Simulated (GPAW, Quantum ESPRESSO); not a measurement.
# Near-edge structure at the B K edge of BN (P6_3/mmc), part 3 of 6

Aim: the B K edge of BN (P6_3/mmc) by two routes, a Lanczos recursion (XSpectra) and a sum over empty bands (GPAW), to see which features are robust.

Quantum ESPRESSO 7.5 and GPAW 26.7.0; core-hole supercells, plane-wave PAW PBE.

So far. Step 2 (The field without a hole (Quantum ESPRESSO)): The mesh shows a gap of 4.30 eV, so the hole is first treated in a charged cell, without the excited electron. Step 3 (Spectrum without a core hole, B atom 3 (Quantum …): Main maxima below 24 eV (height): 1.2 eV (1.14), 7.5 eV (1.66), 11.1 eV (1.52), 12.5 eV (1.22), 13.5 eV (1.43), 16.4 eV (1.58) and 23.4 eV (2.54).

The database entry behind the starting cell differs from later determinations by our own check (about 0.3 % short, minor phase), so it need not match the best structure at ambient conditions.

### Step 8. Spectrum with FCH, B atom 3 (Quantum ESPRESSO)

Level of this step: X-ray absorption near-edge structure, plane-wave PAW PBE, one-electron final states by a Lanczos continued fraction (Quantum ESPRESSO).

The Lanczos recursion gives the spectrum without computing empty bands; each polarisation needs a run of its own on the full k mesh. xe0 is set between filled and empty states, and states below it are cut. The file of filecore holds the core orbital, taken from the hole-free data set.

Input file xspectra.in:

```
&input_xspectra
   calculation='xanes_dipole', edge='K'
   prefix='x', outdir='tmp', xiabs=2, xe0=6.2103
   xonly_plot=.false., x_save_file='xanes.sav'
   xniter=3000, xcheck_conv=20, xerror=0.005
   xcoordcrys=.false., xepsilon(1)=1, xepsilon(2)=0, xepsilon(3)=0
/
&plot
   xnepoint=413, xemin=-10, xemax=45, terminator=.true., cut_occ_states=.true.
   xgamma=0.4
/
&pseudos
   filecore='../B.wfc'
/
&cut_occ
   cut_desmooth=0.1, cut_stepl=0.05, cut_stepu=0.05, cut_ierror=1e-5
/
4 4 4 0 0 0
```

xspectra_1.in, as its differences from xspectra.in of step 8:

```diff
@@ -5,3 +5,3 @@
    xniter=3000, xcheck_conv=20, xerror=0.005
-   xcoordcrys=.false., xepsilon(1)=1, xepsilon(2)=0, xepsilon(3)=0
+   xcoordcrys=.false., xepsilon(1)=0, xepsilon(2)=0, xepsilon(3)=1
 /
```

The run is started by

```sh
OMP_NUM_THREADS=1 mpirun --oversubscribe --bind-to none -np 4 xspectra.x -nk 4 -in xspectra.in > xspectra.out
```

The log of the run:

```text
     [... banner and references ...]
Reading input_file

     calculation: xanes_dipole

     xepsilon  [cartesian coordinates]:   1.000000   0.000000   0.000000

     xonly_plot: FALSE
        => complete calculation: Lanczos + spectrum plot

     filecore (core-wavefunction file): ../B.wfc

     main plot parameters:
        cut_occ_states: TRUE
        gamma_mode:  constant
        -> using xgamma [eV]:  0.40
        xemin [eV]: -10.00
        xemax [eV]:  45.00
        xnepoint:  413
        xe0 [eV]:   6.210300 (energy zero read in input file)

     WARNING: variable ef_r is obsolete

                      Reading SCF save directory: x.save

     tmp/x.save/

     Exchange-correlation= PBE
                           (   1   4   3   4   0   0   0)

     G-vector sticks info

     negative rho (up, down):  7.279E-03 0.000E+00

                           Getting the Fermi energy

     From SCF save directory:
        ehomo [eV]:    5.4033 (highest occupied level)
        elumo [eV]:    7.0173 (lowest occupied level)
        ef    [eV]:    5.4033

     -> ef (in eV) will be written in x_save_file

                           Energy zero of the spectrum

     -> ef will NOT be used as energy zero of the spectrum
       (because xe0 read in input file)

     G-vector sticks info

     bravais-lattice index     =            0
     lattice parameter (alat)  =      12.4906  a.u.
     unit-cell volume          =    1694.2611 (a.u.)^3
     number of atoms/cell      =           28
     number of atomic types    =            3
     number of electrons       =       112.00
     number of Kohn-Sham states=           60
     kinetic-energy cutoff     =      56.0000  Ry
     charge density cutoff     =     360.0000  Ry
     Exchange-correlation= PBE
                           (   1   4   3   4   0   0   0)

     celldm(1)=  12.490564  celldm(2)=   0.000000  celldm(3)=   0.000000
     celldm(4)=   0.000000  celldm(5)=   0.000000  celldm(6)=   0.000000

     crystal axes: (cart. coord. in units of alat)
               a(1) = (   0.944911   0.327327   0.000000 )
               a(2) = (  -0.755929   0.654654   0.000000 )
               a(3) = (   0.000000   0.000000   1.003930 )

     reciprocal axes: (cart. coord. in units 2 pi/alat)
               b(1) = (  0.755929  0.872872 -0.000000 )
               b(2) = ( -0.377964  1.091089  0.000000 )
               b(3) = (  0.000000 -0.000000  0.996085 )

     ../pp/N.pbe-n-kjpaw.UPF
     Pseudo is Projector augmented-wave + core cor, Zval =  5.0
     Shape of augmentation charge: PSQ
     Using radial grid of 1085 points,  4 beta functions with:
                l(1) =   0
                l(2) =   0
                l(3) =   1
                l(4) =   1
     Q(r) pseudized with 0 coefficients

     ../pp/B.pbe-n-kjpaw-1sch.UPF
     Pseudo is Projector augmented-wave + core cor, Zval =  4.0
     Shape of augmentation charge: PSQ
     Using radial grid of 1059 points,  4 beta functions with:
                l(1) =   0
[...]
Q(r) pseudized with 0 coefficients

     ../pp/B.pbe-n-kjpaw.UPF
     Pseudo is Projector augmented-wave + core cor, Zval =  3.0
     Shape of augmentation charge: PSQ
     Using radial grid of 1059 points,  4 beta functions with:
[...]
l(2) =   0
                l(3) =   1
                l(4) =   1
     Q(r) pseudized with 0 coefficients

     atomic species   valence    mass     pseudopotential
     N                 5.00     1.00000     N ( 1.00)
     B0                4.00     1.00000     B ( 1.00)
     B                 3.00     1.00000     B ( 1.00)

      2 Sym. Ops. (no inversion) found

   Cartesian axes

     site n.     atom                  positions (alat units)
         1        N      tau(   1) = (   0.1889822   0.1091089   0.2509826  )
         2        N      tau(   2) = (  -0.0000000   0.4364358   0.2509826  )
         3        N      tau(   3) = (  -0.1889822   0.7637626   0.2509826  )
[...]
k(    3) = (   0.0000000   0.0000000   0.4980425), wk =   0.0312500
        k(    4) = (   0.0000000   0.0000000   0.7470638), wk =   0.0312500
        k(    5) = (  -0.0944911   0.2727724   0.0000000), wk =   0.0312500
[...]
k(   62) = (   0.2834734   1.4729708   0.2490213), wk =   0.0312500
        k(   63) = (   0.2834734   1.4729708   0.4980425), wk =   0.0312500
        k(   64) = (   0.2834734   1.4729708   0.7470638), wk =   0.0312500

     Dense  grid:   195519 G-vectors     FFT dimensions: (  75,  75,  80)

     Smooth grid:    95993 G-vectors     FFT dimensions: (  60,  60,  60)

     The potential is recalculated from file :
     tmp/x.save/charge-density

     negative rho (up, down):  7.279E-03 0.000E+00
     Starting wfcs are  112 atomic wfcs
     Checking if some PAW data can be deallocated...

               Reading core wavefunction file for the absorbing atom

     ../B.wfc successfully read

                              Attributing the PAW radii
                     for the absorbing atom [units: Bohr radius]

        PAW proj 1: r_paw(l= 0)= 1.80  (1.5*r_cut)
        PAW proj 2: r_paw(l= 0)= 1.80  (1.5*r_cut)
        PAW proj 3: r_paw(l= 1)= 2.10  (1.5*r_cut)
        PAW proj 4: r_paw(l= 1)= 2.10  (1.5*r_cut)

        NB: The calculation will not necessary use all these r_paw values.
            - For a edge in the electric-dipole approximation,
              only the r_paw(l=1) values are used.
            - For a K edge in the electric-quadrupole approximation,
              only the r_paw(l=2) values are used.

            - For a L2 or L3 edge in the electric-quadrupole approximation,

              all projectors (s, p and d) are used.

                          Starting XANES calculation
                     in the electric dipole approximation

     Method of calculation based on the Lanczos recursion algorithm
        - STEP 1: Construction of a kpoint-dependent Lanczos basis,
          in which the Hamiltonian is tridiagonal (each 'iter'
          corresponds to the calculation of one more Lanczos vector)
        - STEP 2: Calculation of the cross-section as a continued fraction
          averaged over the k-points.

     ... Begin STEP 1 ...

        Radial transition matrix element(s) used in the calculation of the
        initial vector of the Lanczos basis (|tilde{phi}_abs> normalized)
        | For PAW proj. (l=1) #1: radial matrix element =   0.293845546
        | For PAW proj. (l=1) #2: radial matrix element =   0.367512525

NB: the    16 k-point are not all listed below because npool=  4
        |-------------------------------------------------------------
        ! k-point #     1:  ( 0.0000,  0.0000,  0.0000),  0.0312,   1
        |-------------------------------------------------------------
 okvan= T
        |   Norm of the initial Lanczos vector: 0.20705214E+00
        |   Estimated error at iter     20:   1.00324901
        |   Estimated error at iter     40:   0.59361739
        |   Estimated error at iter     60:   0.37304239
        |   Estimated error at iter     80:   0.20901386
        |   Estimated error at iter    100:   0.25270008
[...]
!   => CONVERGED at iter    260 with error=  0.00358038
        |-------------------------------------------------------------
        ! k-point #     2:  ( 0.0000,  0.0000,  0.2490),  0.0312,   1
        |-------------------------------------------------------------
 okvan= T
        |   Norm of the initial Lanczos vector: 0.20704797E+00
[...]
!   => CONVERGED at iter    360 with error=  0.00385568
        |-------------------------------------------------------------
     [... 13 further k-points ...]
        ! k-point #    16:  (-0.2835,  0.8183,  0.7471),  0.0312,   1
        |-------------------------------------------------------------
 okvan= T
        |   Norm of the initial Lanczos vector: 0.20704918E+00
[...]
|   Estimated error at iter    480:   0.00649204
        |   Estimated error at iter    500:   0.00620818
        |   Estimated error at iter    520:   0.00564780
        !   => CONVERGED at iter    540 with error=  0.00371539

     Results of STEP 1 successfully written in x_save_file
     x_save_file name:
     ->  xanes.sav
     x_save_file version:  2

     ... End STEP 1 ...

     ... Begin STEP 2 ...

     The spectrum is calculated using the following parameters:
        xe0 [eV]:    6.2103
        the occupied states are elimintate from the spectrum
        xemin [eV]: -10.00
        xemax [eV]:  45.00
        xnepoint:  413
        constant broadening parameter [eV]:    0.400
        Core level energy [eV]:  -188.0
         (from electron binding energy of neutral atoms in X-ray data booklet)

     Cross-section successfully written in xanes.dat

     ... End STEP 2 ...

                                END JOB XSpectra
```

Run time: 4.4 min. Hardware: 4 MPI ranks of Arm Neoverse V1, shared host; peak memory 0.24 GiB.

The B K spectrum, B atom 3, full core hole (charged cell) (energy from the lowest empty level; intensity scaled to a mean of 1 over the first 20 eV; the points at xe0, where the cut of filled states can leave a spike, are interpolated; polarised curves are means over the symmetry-equivalent atoms):

```csv
E (eV),isotropic,ε ⊥ c,ε ∥ c
-2.0,0.13,0.02,0.33
-1.4,0.22,0.03,0.60
-0.8,0.61,0.03,1.76
-0.2,1.77,0.04,5.23
0.4,2.46,0.04,7.29
1.0,0.95,0.05,2.76
1.6,0.37,0.06,0.98
2.2,0.24,0.08,0.57
2.8,0.25,0.10,0.55
3.4,0.26,0.14,0.50
4.0,0.36,0.20,0.67
4.6,0.36,0.32,0.44
5.2,0.56,0.61,0.47
5.8,1.12,1.39,0.57
6.4,2.43,3.46,0.37
7.0,3.72,5.37,0.42
7.6,2.06,2.77,0.64
8.2,1.48,1.81,0.82
8.8,1.07,1.26,0.70
9.4,0.91,1.01,0.71
10.0,0.97,1.07,0.77
10.6,0.82,0.93,0.60
11.2,0.84,0.93,0.66
11.8,1.04,1.21,0.69
12.4,1.33,1.63,0.73
13.0,1.03,1.23,0.64
13.6,0.89,0.99,0.68
14.2,0.88,1.01,0.62
14.8,0.88,1.11,0.44
15.4,0.88,1.13,0.36
16.0,0.82,0.99,0.47
16.6,0.77,0.95,0.43
17.2,0.80,1.02,0.36
17.8,0.73,0.90,0.38
18.4,0.60,0.69,0.41
19.0,0.45,0.44,0.45
19.6,0.41,0.37,0.47
20.2,0.47,0.45,0.51
20.8,0.55,0.62,0.41
21.4,0.74,0.91,0.38
22.0,0.95,1.26,0.33
22.6,1.36,1.83,0.43
23.2,1.39,1.85,0.48
23.8,1.06,1.34,0.52
24.4,0.87,0.96,0.68
25.0,0.54,0.53,0.58
25.6,0.41,0.36,0.49
26.2,0.45,0.42,0.50
26.8,0.42,0.41,0.44
27.4,0.39,0.32,0.54
28.0,0.34,0.21,0.61
28.6,0.30,0.17,0.56
29.2,0.32,0.14,0.68
29.8,0.32,0.11,0.73
30.4,0.39,0.11,0.94
31.0,0.45,0.14,1.06
31.6,0.37,0.14,0.84
```

Main maxima below 24 eV (height): 0.1 eV (2.72), 6.9 eV (3.81), 12.6 eV (1.35) and 23.0 eV (1.47). A K edge sees empty p states; at this planar three-fold site the curve for the electric vector normal to the plane peaks at 0.1 eV, where it is mainly π* that absorbs: that direction carries over 70 % of the weight there.

The hole costs E(hole) − E(ground) = 188.32 eV, and the lowest empty level of the hole cell lies at 7.02 eV, which puts the zero at 195.34 eV. One term is added: -5.59 eV, since the hole is spin-paired here and a spin-polarised one costs that much less in the free atom (computed apart). The photon energy is then 189.75 eV. The functional and the charged cell's background leave an error of a few eV in such absolute values.

### Step 9. Another broadening

The final state's lifetime shortens with energy, so measured features broaden above the edge; the saved Lanczos coefficients are redrawn with a width that grows.

Input file xspectra_plot.in:

```
&input_xspectra
   calculation='xanes_dipole', edge='K'
   prefix='x', outdir='tmp', xiabs=2, xe0=6.2103
   xonly_plot=.true., x_save_file='xanes.sav'
   xniter=3000, xcheck_conv=20, xerror=0.005
   xcoordcrys=.false., xepsilon(1)=1, xepsilon(2)=0, xepsilon(3)=0
/
&plot
   xnepoint=413, xemin=-10, xemax=45, terminator=.true., cut_occ_states=.true.
   gamma_mode='variable', gamma_energy(1)=4, gamma_energy(2)=25, gamma_value(1)=0.3, gamma_value(2)=2.5
/
&pseudos
   filecore='../B.wfc'
/
&cut_occ
   cut_desmooth=0.1, cut_stepl=0.05, cut_stepu=0.05, cut_ierror=1e-5
/
4 4 4 0 0 0
```

The run is started by

```sh
OMP_NUM_THREADS=1 xspectra.x -in xspectra_plot.in > xspectra_plot.out
```

The log of the run:

```text
     [... banner and references ...]
Reading input_file
     -------------------------------------------------------------------------

     calculation: xanes_dipole

     xonly_plot: TRUE
        => only the spectrum plot

     main plot parameters:
        cut_occ_states: TRUE
        gamma_mode:  variable
        -> first, constant up to point ( 4.00, 0.30) [eV]
        -> then, linear up to point (25.00, 2.50) [eV]
        -> finally, constant up to xemax
        xemin [eV]: -10.00
        xemax [eV]:  45.00
        xnepoint:  413
[...]
xemin [eV]: -10.00
        xemax [eV]:  45.00
        xnepoint:  413
        energy-dependent broadening parameter:
         -> first, constant up to point ( 4.00, 0.30) [eV]
         -> then, linear up to point (25.00, 2.50) [eV]
         -> finally, constant up to xemax
        Core level energy [eV]:  -188.0
         (from electron binding energy of neutral atoms in X-ray data booklet)

     Cross-section successfully written in xanes.dat

     -------------------------------------------------------------------------
                                END JOB XSpectra
     -------------------------------------------------------------------------
[key lines of the parts left out:]
Fermi level [eV]:   5.4033
```

Run time: 2.5 s. Hardware: 1 MPI rank; peak memory 0.04 GiB.

With a Lorentzian half width 0.3 eV up to 4 eV, rising linearly to 2.5 eV at 25 eV (counted from xe0, 0.8 eV below the zero used here), the maxima are 0.1 eV (3.31), 6.9 eV (2.78), 12.3 eV (1.03) and 22.7 eV (0.80).

### Step 10. Supercell with XCH, B atom 3 (Quantum ESPRESSO)

The holes are 6.6 Å apart. The excited electron is kept in the cell, where it fills the lowest empty states and screens the hole.

Changed against the first core-hole run: core hole to XCH.

Input file scf.in:

```
&control
   calculation='scf', prefix='x', pseudo_dir='../pp', outdir='tmp', tprnfor=.true.
/
&system
   ibrav=0, nat=28, ntyp=3, nbnd=70
   ecutwfc=56, ecutrho=360
   occupations='smearing', smearing='gaussian', degauss=0.003
/
&electrons
   conv_thr=2.8e-07, electron_maxstep=120
   mixing_beta=0.5
/
ATOMIC_SPECIES
N 1.0 N.pbe-n-kjpaw.UPF
B0 1.0 B.pbe-n-kjpaw-1sch.UPF
B 1.0 B.pbe-n-kjpaw.UPF
CELL_PARAMETERS angstrom
  6.24560000 2.16353930 0.00000000
  -4.99648000 4.32707861 0.00000000
  0.00000000 0.00000000 6.63570000
ATOMIC_POSITIONS crystal
N    0.23809524 0.04761905 0.25000000
N    0.38095238 0.47619048 0.25000000
N    0.52380952 0.90476190 0.25000000
N    0.66666667 0.33333333 0.25000000
N    0.80952381 0.76190476 0.25000000
N    0.95238095 0.19047619 0.25000000
N    0.09523810 0.61904762 0.25000000
N    0.19047619 0.23809524 0.75000000
N    0.33333333 0.66666667 0.75000000
N    0.47619048 0.09523810 0.75000000
N    0.61904762 0.52380952 0.75000000
N    0.76190476 0.95238095 0.75000000
N    0.90476190 0.38095238 0.75000000
N    0.04761905 0.80952381 0.75000000
B0   0.23809524 0.04761905 0.75000000
B    0.38095238 0.47619048 0.75000000
B    0.52380952 0.90476190 0.75000000
B    0.66666667 0.33333333 0.75000000
B    0.80952381 0.76190476 0.75000000
B    0.95238095 0.19047619 0.75000000
B    0.09523810 0.61904762 0.75000000
B    0.19047619 0.23809524 0.25000000
B    0.33333333 0.66666667 0.25000000
B    0.47619048 0.09523810 0.25000000
B    0.61904762 0.52380952 0.25000000
B    0.76190476 0.95238095 0.25000000
B    0.90476190 0.38095238 0.25000000
B    0.04761905 0.80952381 0.25000000
K_POINTS automatic
3 3 3 0 0 0
```

The run is started by

```sh
OMP_NUM_THREADS=1 mpirun --oversubscribe --bind-to none -np 4 pw.x -nk 4 -in scf.in > scf.out
```

The log of the run:

```text
     [... banner and references ...]
[banner, memory and clock lines left out]
using ibrav=0 with symmetry is DISCOURAGED, use correct ibrav instead

     G-vector sticks info

     bravais-lattice index     =            0
     lattice parameter (alat)  =      12.4906  a.u.
     unit-cell volume          =    1694.2611 (a.u.)^3
     number of atoms/cell      =           28
     number of atomic types    =            3
     number of electrons       =       113.00
     number of Kohn-Sham states=           70
     kinetic-energy cutoff     =      56.0000  Ry
     charge density cutoff     =     360.0000  Ry
     scf convergence threshold =      2.8E-07
     mixing beta               =       0.5000
     number of iterations used =            8  plain     mixing
     Exchange-correlation= SLA  PW   PBX  PBC
                           (   1   4   3   4   0   0   0)

     celldm(1)=  12.490564  celldm(2)=   0.000000  celldm(3)=   0.000000
     celldm(4)=   0.000000  celldm(5)=   0.000000  celldm(6)=   0.000000

     crystal axes: (cart. coord. in units of alat)
               a(1) = (   0.944911   0.327327   0.000000 )
               a(2) = (  -0.755929   0.654654   0.000000 )
               a(3) = (   0.000000   0.000000   1.003930 )

     reciprocal axes: (cart. coord. in units 2 pi/alat)
               b(1) = (  0.755929  0.872872 -0.000000 )
               b(2) = ( -0.377964  1.091089  0.000000 )
               b(3) = (  0.000000 -0.000000  0.996085 )

     ../pp/N.pbe-n-kjpaw.UPF
     Pseudo is Projector augmented-wave + core cor, Zval =  5.0
     Shape of augmentation charge: PSQ
     Using radial grid of 1085 points,  4 beta functions with:
[...]
negative rho (up, down):  8.734E-03 0.000E+00

     End of self-consistent calculation

          k = 0.0000 0.0000 0.0000 ( 12011 PWs)   bands (ev):

   -13.5287 -12.7661 -11.2628 -11.2412 -11.2411 -10.6194 -10.6115 -10.6115
   -10.3589 -10.3589 -10.3350 -10.3324 -10.3323 -10.3307  -3.8742  -3.2133
    -3.2132  -2.7573  -2.7572  -2.5958  -2.3499  -2.3488  -2.3487  -2.3465
[...]
3.4365   3.5426   3.5426   3.6148   3.6148   3.6814   3.6913   3.6913
     9.0972  10.0965  11.0603  11.0604  11.1083  11.1136  11.1136  11.6366
    11.7755  11.7755  11.8333  11.8375  11.8375  14.0168

     [... bands of 9 further k-points ...]

     the Fermi energy is     8.2474 ev

!    total energy              =    -559.96474006 Ry
     total all-electron energy =     -2217.205829 Ry
     estimated scf accuracy    <       0.00000008 Ry
     smearing contrib. (-TS)   =      -0.00110195 Ry
     internal energy E=F+TS    =    -559.96363811 Ry

     The total energy is F=E-TS. E is the sum of the following terms:
     one-electron contribution =    -109.96156176 Ry
     hartree contribution      =     116.68818506 Ry
     xc contribution           =    -124.30023459 Ry
     ewald contribution        =    -260.62721452 Ry
     one-center paw contrib.   =    -181.76281230 Ry

     convergence has been achieved in  10 iterations

     negative rho (up, down):  8.734E-03 0.000E+00

     Forces acting on atoms (cartesian axes, Ry/au):

     atom    1 type  1   force =    -0.00000548    0.00008045    0.00000000
     atom    2 type  1   force =     0.00131350    0.00043112    0.00000000
     atom    3 type  1   force =    -0.00037549   -0.00138233    0.00000000
[...]
atom   27 type  3   force =    -0.00030010    0.00025009    0.00000000
     atom   28 type  3   force =     0.00003334    0.00219102    0.00000000

     Total force =     0.116153     Total SCF correction =     0.000732

     XML data file, charge density, pseudopotentials, collected wavefunctions
```

Elapsed: 71 s, on 4 MPI ranks; peak memory 0.3 GiB; 4.7 min of CPU time.

Energy with the hole: -30166.622 eV, cores included.

### Step 11. Excitation energy, B atom 3 (Quantum ESPRESSO)

With the excited electron kept in the cell the system stays neutral, and the energy difference is an excitation energy by itself. In a small cell that electron takes up a good share of the lowest empty band, or all of one, which shifts the value from the true onset.

The total-energy difference is 195.98 eV. With the free-atom term of -5.59 eV for this edge, the photon energy is 190.39 eV.

(Continued in part 4 of 6.)

[Banner, clock and machine lines of the logs are left out without a mark of their own.]

[Logs are printed without paths, hosts, clocks, repeated set-up lines and the standing remarks that a program may print on its own settings, such as how far it seeks lower states.]

[Hosts, paths, dates, database ids (printed as entryN), source tags and the programs' standing remarks are cut or masked in the printed files.]

[Lists of maxima count a maximum above −3 eV only where it reaches 4 % of the highest in the window and stands out from its surroundings by 2 % of it (1.5 % where it reaches 55 %); shoulders and weaker maxima are passed over, and of the rest the first, up to two pre-edge ones and the few strongest are named.]
